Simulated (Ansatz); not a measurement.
# Resistivity from frozen vibrations: Au(111) with 4 thermally displaced layers, 2x2, part 2 of 2

How much do lattice vibrations at 500 K scatter the electrons of Au? Layers with random displacements are laid between perfect leads, and the resistance is followed against their length.

Ansatz 0.2.0; Ansatz plane-wave DFT, PBE, PAW files; ballistic transport by layer matching (Landauer), zero bias; PAW set soft_1.

So far, open channels per spin nearest the Fermi level: step 2 (with 4 displaced layers) 3.21.

## Step 4: With 12 displaced layers

Each atom of 12 layers is moved at random, by amounts drawn from a normal law 0.1167 Å wide in each direction from the Debye model (165 K) at 500 K. A fresh draw is used; the growth of the resistance with length is what counts.

System of this step: Au(111) with 12 thermally displaced layers, 2x2. The cell holds 72 atoms: 72 Au. Cell: a = 5.768 Å, b = 5.768 Å, c = 42.382 Å, α = 90.0°, β = 90.0°, γ = 120.0°. It derives from Au. Regions: lead, 24 atoms (24 Au); scattering region, 48 atoms (48 Au). The structure is stacked along c, and the current runs across the ab planes.

input.yaml reads:

```yaml
crystal:
  lattice:
    - [5.7675164607, 0.0, 0.0]
    - [-2.8837582304, 4.9948157718, 0.0]
    - [0.0, 0.0, 42.3824172358]
  atoms:
    - { symbol: Au, position: [0.0, 0.0, 0.0277777778] }
    - { symbol: Au, position: [0.0, 0.5, 0.0277777778] }
    - { symbol: Au, position: [0.5, 0.0, 0.0277777778] }
    - { symbol: Au, position: [0.5, 0.5, 0.0277777778] }
    - { symbol: Au, position: [0.1666666667, 0.3333333333, 0.0833333333] }
    - { symbol: Au, position: [0.1666666667, 0.8333333333, 0.0833333333] }
    - { symbol: Au, position: [0.6666666667, 0.3333333333, 0.0833333333] }
    - { symbol: Au, position: [0.6666666667, 0.8333333333, 0.0833333333] }
    - { symbol: Au, position: [0.3333333333, 0.1666666667, 0.1388888889] }
    - { symbol: Au, position: [0.3333333333, 0.6666666667, 0.1388888889] }
    - { symbol: Au, position: [0.8333333333, 0.1666666667, 0.1388888889] }
    - { symbol: Au, position: [0.8333333333, 0.6666666667, 0.1388888889] }
    - { symbol: Au, position: [0.9878455672, 0.9978378984, 0.195137033] }
    - { symbol: Au, position: [0.9706797273, 0.4550692406, 0.194245478] }
    - { symbol: Au, position: [0.5172230189, 0.0253297011, 0.196035076] }
    - { symbol: Au, position: [0.4785299224, 0.4830950148, 0.199978827] }
    - { symbol: Au, position: [0.2033596513, 0.3761096056, 0.2558615215] }
    - { symbol: Au, position: [0.154618226, 0.842331928, 0.2512611532] }
    - { symbol: Au, position: [0.6843146955, 0.345990346, 0.2505561768] }
    - { symbol: Au, position: [0.6526421838, 0.79823999, 0.2495447157] }
    - { symbol: Au, position: [0.3196833886, 0.1696116419, 0.304268585] }
    - { symbol: Au, position: [0.3554098509, 0.6857975194, 0.306405264] }
    - { symbol: Au, position: [0.8408140663, 0.1688375885, 0.3043229444] }
    - { symbol: Au, position: [0.8242175817, 0.6550900423, 0.3066235312] }
    - { symbol: Au, position: [0.0070739815, 0.0135770066, 0.357453866] }
    - { symbol: Au, position: [0.0090504857, 0.4821859821, 0.3590899216] }
    - { symbol: Au, position: [0.4894268497, 0.9868412316, 0.361912464] }
    - { symbol: Au, position: [0.475896418, 0.4750206027, 0.3587829493] }
    - { symbol: Au, position: [0.193721593, 0.334367059, 0.4134529159] }
    - { symbol: Au, position: [0.1486652835, 0.7969916602, 0.4215926381] }
    - { symbol: Au, position: [0.6414214029, 0.3445153857, 0.4181630539] }
    - { symbol: Au, position: [0.6408434469, 0.8403467825, 0.4194114883] }
    - { symbol: Au, position: [0.3458394152, 0.1727631286, 0.4748347113] }
    - { symbol: Au, position: [0.3405169018, 0.6745244295, 0.4718734353] }
    - { symbol: Au, position: [0.8351193624, 0.1446791003, 0.4744016344] }
    - { symbol: Au, position: [0.8103753805, 0.6411926734, 0.4732276086] }
    - { symbol: Au, position: [0.0454749399, 0.0224615674, 0.526358397] }
    - { symbol: Au, position: [0.0088155615, 0.4893912032, 0.5274364011] }
    - { symbol: Au, position: [0.4747497216, 0.9458775789, 0.5283052177] }
    - { symbol: Au, position: [0.4710291997, 0.4837111148, 0.5237193621] }
    - { symbol: Au, position: [0.1249748355, 0.3113018506, 0.5856058773] }
    - { symbol: Au, position: [0.2000720642, 0.8327446269, 0.5863386035] }
    - { symbol: Au, position: [0.638998388, 0.2886760811, 0.5837459947] }
    - { symbol: Au, position: [0.6706754697, 0.8233222927, 0.5841652375] }
    - { symbol: Au, position: [0.3348315324, 0.1465003709, 0.6348237467] }
    - { symbol: Au, position: [0.326393096, 0.6617370026, 0.6379181461] }
    - { symbol: Au, position: [0.8734547816, 0.2069706149, 0.6377420239] }
    - { symbol: Au, position: [0.8584585144, 0.6886436516, 0.6408519274] }
    - { symbol: Au, position: [0.0166422509, 0.9909085705, 0.6964808398] }
    - { symbol: Au, position: [0.0503355479, 0.5187709235, 0.6927381215] }
    - { symbol: Au, position: [0.5270349459, 0.0294849563, 0.6954601183] }
    - { symbol: Au, position: [0.5066244317, 0.5360411706, 0.6910043283] }
    - { symbol: Au, position: [0.1766607629, 0.3329555263, 0.7467143087] }
    - { symbol: Au, position: [0.1953957534, 0.841458817, 0.7467882645] }
    - { symbol: Au, position: [0.6737977237, 0.3232525995, 0.7447623732] }
    - { symbol: Au, position: [0.6558097174, 0.8394890084, 0.7517498395] }
    - { symbol: Au, position: [0.3372097388, 0.1677215694, 0.8068492528] }
    - { symbol: Au, position: [0.3428106768, 0.6941563663, 0.8059647074] }
    - { symbol: Au, position: [0.8455942362, 0.1792979116, 0.8026455864] }
    - { symbol: Au, position: [0.8368387221, 0.7023691318, 0.8064785282] }
    - { symbol: Au, position: [0.0, 0.0, 0.8611111111] }
    - { symbol: Au, position: [0.0, 0.5, 0.8611111111] }
    - { symbol: Au, position: [0.5, 0.0, 0.8611111111] }
    - { symbol: Au, position: [0.5, 0.5, 0.8611111111] }
    - { symbol: Au, position: [0.1666666667, 0.3333333333, 0.9166666667] }
    - { symbol: Au, position: [0.1666666667, 0.8333333333, 0.9166666667] }
    - { symbol: Au, position: [0.6666666667, 0.3333333333, 0.9166666667] }
    - { symbol: Au, position: [0.6666666667, 0.8333333333, 0.9166666667] }
    - { symbol: Au, position: [0.3333333333, 0.1666666667, 0.9722222222] }
    - { symbol: Au, position: [0.3333333333, 0.6666666667, 0.9722222222] }
    - { symbol: Au, position: [0.8333333333, 0.1666666667, 0.9722222222] }
    - { symbol: Au, position: [0.8333333333, 0.6666666667, 0.9722222222] }
kpoints:
  mp_grid: { grid: [5, 5, 1] }
hamiltonian:
  xc: pbe
  pseudopotentials: { kind: paw, azcp: { folder: soft_1 } }
scf:
  occupations: { method: fermi_dirac, width: 0.1 }
output:
  transmission:
    leads: [[0, 4]]
    kmesh: [10, 10]
    e_range: [-0.05, 0.05]
    de: 0.05
  write_potential: true
  write_density: true
  volumetric_format: npy
```

Run with:

```bash
ansatz run input.yaml --threads 4 --pin off --max-ram 15360MiB --backend cpu --events-out ev --progress --plain --runs-dir out
```

Numbers of over 12 decimals in the logs are rounded to 6 here.

What it wrote:

```text
[...]
Crystal: 72 atoms, lattice volume = 1220.939 Å³
Basis set: ecut = 420 eV, 23937 PW (Γ)
Bands: 821, of which v1, the nominal top of the filled ones, is band 684 counted from 1 (683 counted from 0)
Symmetry: 1 space group operations
[...]
k-points: 13 of 25 (time reversal used)
[...]
SCF iter   1: F=—  HF=-946895.743687 eV  |F-HF|=—  |Δ(HF+E_count)|=         —  Δρ=6.73e-2  dr2=6.05e1  ethr=3.10e-3  ⟨swp⟩=4.0  Hψ=31723  notcnv=0  defer=269
[...]
SCF iter  11: F=-946877.979669 eV  HF=-946877.979669 eV  |F-HF|=4.24e-8  |Δ(HF+E_count)|=   4.66e-9  Δρ=7.66e-7  dr2=4.77e-8  ethr=7.31e-12  ⟨swp⟩=7.4  Hψ=40410  notcnv=0
SCF 1 converged in 11 iterations: F = -946877.979669 eV  dr2 = 4.77e-8
[...]
transmission: 278 of 2756 steps passed
transmission: 552 of 2756 steps passed
[...]
transmission: 2756 of 2756 steps passed
SCF converged after 11 iterations
Free energy (F): -946877.979669 eV
[...]
Internal energy: -946877.195394 eV  (E = F + TS)
E sigma→0 (E₀):  -946877.587532 eV
Entropy (-TS):   -0.784275 eV (-10.893 meV/atom)
Fermi energy:    20.715590 eV
[...]
--- Band table (eV; the first three rows and the last of 13) ---
  k-point 0: bands = [... 680 lower, 20.9252, 21.2649, 21.3314, 21.3432, 21.3680, 21.3873, 21.4172, 21.5661, ... 133 higher]
  k-point 1: bands = [... 680 lower, 20.4588, 20.5535, 20.5750, 20.6843, 20.7067, 20.8043, 20.8293, 20.9276, ... 133 higher]
  k-point 2: bands = [... 680 lower, 20.5011, 20.5347, 20.5826, 20.6063, 20.6970, 20.7612, 20.8046, 20.8265, ... 133 higher]
  k-point 12: bands = [... 680 lower, 19.9819, 20.3205, 20.3514, 20.7351, 20.7674, 21.0315, 21.0622, 21.4522, ... 133 higher]
--- Transmission ---
  basis      : 253 plane waves across, 53 finite elements along
  points     : 52, standing for a mesh of 10 x 10
[...]
channels       : 3.210000e0 a spin
[...]
junction   : crystal 0 to crystal 0, 0.70 to 40.73 Å
    transmission   : 2.795049e0 a spin
[...]
```

Run time: 43 min. Hardware: 4 threads of Arm Neoverse V1, shared host; peak memory 9.8 GiB; 2.8 h of CPU time.

Numbers from this step:

```
free energy                                   : -946877.9797 eV
energy at zero smearing                       : -946877.5875 eV
Fermi energy                                  : 20.72 eV
transmission per spin nearest the Fermi level : 2.795
step of the lead's potential                  : 9.4 meV
```

Per spin. The transmission, zone mean by energy, zero at the Fermi level:

```csv
energy (eV),"transmission, zone mean"
-0.0500,2.77
0.0000,2.80
0.0500,2.82
```

Over the solved energies the transmission per spin lies between 2.77 and 2.82, out of 3.21 channels of the lead on average (up to 3.21).

## Step 5: The fit

This step: Ansatz plane-wave DFT, PBE, PAW files; ballistic transport by layer matching (Landauer), zero bias; resistivity from the slope of the area resistance; PAW set soft_1 (Ansatz 0.2.0).

Numbers from this step:

```
resistivity           : 6.600 µΩ cm
intercept             : -0.01282 fΩ m²
scatter about the fit : 0.001565 fΩ m²
```

Resistance, by row:

```csv
run,length (Å),T,channels N,RA (fΩ m²)
n4,9.418,3.082,3.21,0.04823
n8,18.84,2.923,3.21,0.1137
n12,28.25,2.794,3.21,0.1726
```

Table of area resistance by length of the displaced region:

| length of the displaced region (Å) | area resistance (fΩ m²) |
| --- | --- |
| 9.42 | 0.0482 |
| 18.84 | 0.114 |
| 28.25 | 0.173 |

The area resistance goes from 0.048 to 0.17 fΩ m² between 9.4 and 28.3 Å, a slope of 6.6 µΩ cm.

By hand from the end points: (0.1726 − 0.04823) fΩ m² / (28.25 − 9.42) Å = 6.6 µΩ cm, since 1 fΩ m² per Å is 1000 µΩ cm.

## Step 6: Outcome

```yaml
resistivity_from_the_slope: 6.60 µΩ cm
area_resistance_over_9p42_a: 0.0482 fΩ m²
area_resistance_over_18p8_a: 0.114 fΩ m²
area_resistance_over_28p3_a: 0.173 fΩ m²
```

What this shows: The slope gives 6.6 µΩ cm. The points scatter by 0.0016 fΩ m² about the line, with one random draw a length in a 2x2 cell, so the slope is a rough value. The mean square of the displacements drawn is 0.75, 0.94 and 0.81 of the nominal one at the three lengths; with each resistance scaled back by that, the slope is 7.9 µΩ cm, the value used below. Read with a model of isotropic scattering on a spherical Fermi surface and the lead's 0.86×10¹⁵ S/m², this slope means a mean free path near 125 Å; over these lengths the model's slope is 1.14 times its bulk resistivity, which would be 6.9 µΩ cm. Uncorrelated displacements put too much weight on short waves, which scatter strongly; with the sideways repeat of a small cell, one draw and three short lengths, the method is good to a factor of two or three. The measured value is 3.97 µΩ cm (CRC Handbook of Chemistry and Physics, 84th ed., 2003, Electrical Resistivity of Pure Metals); the scaled slope is 2.0 times that and the corrected value 1.7: clearly high. Spin-orbit coupling is left out, which matters for Au.

[Logs are printed without paths, hosts, clocks, repeated set-up lines and the standing remarks that a program may print on its own settings, such as how far it seeks lower states.]

[Hosts, paths, dates, database ids (printed as entryN), source tags and the programs' standing remarks are cut or masked in the printed files.]
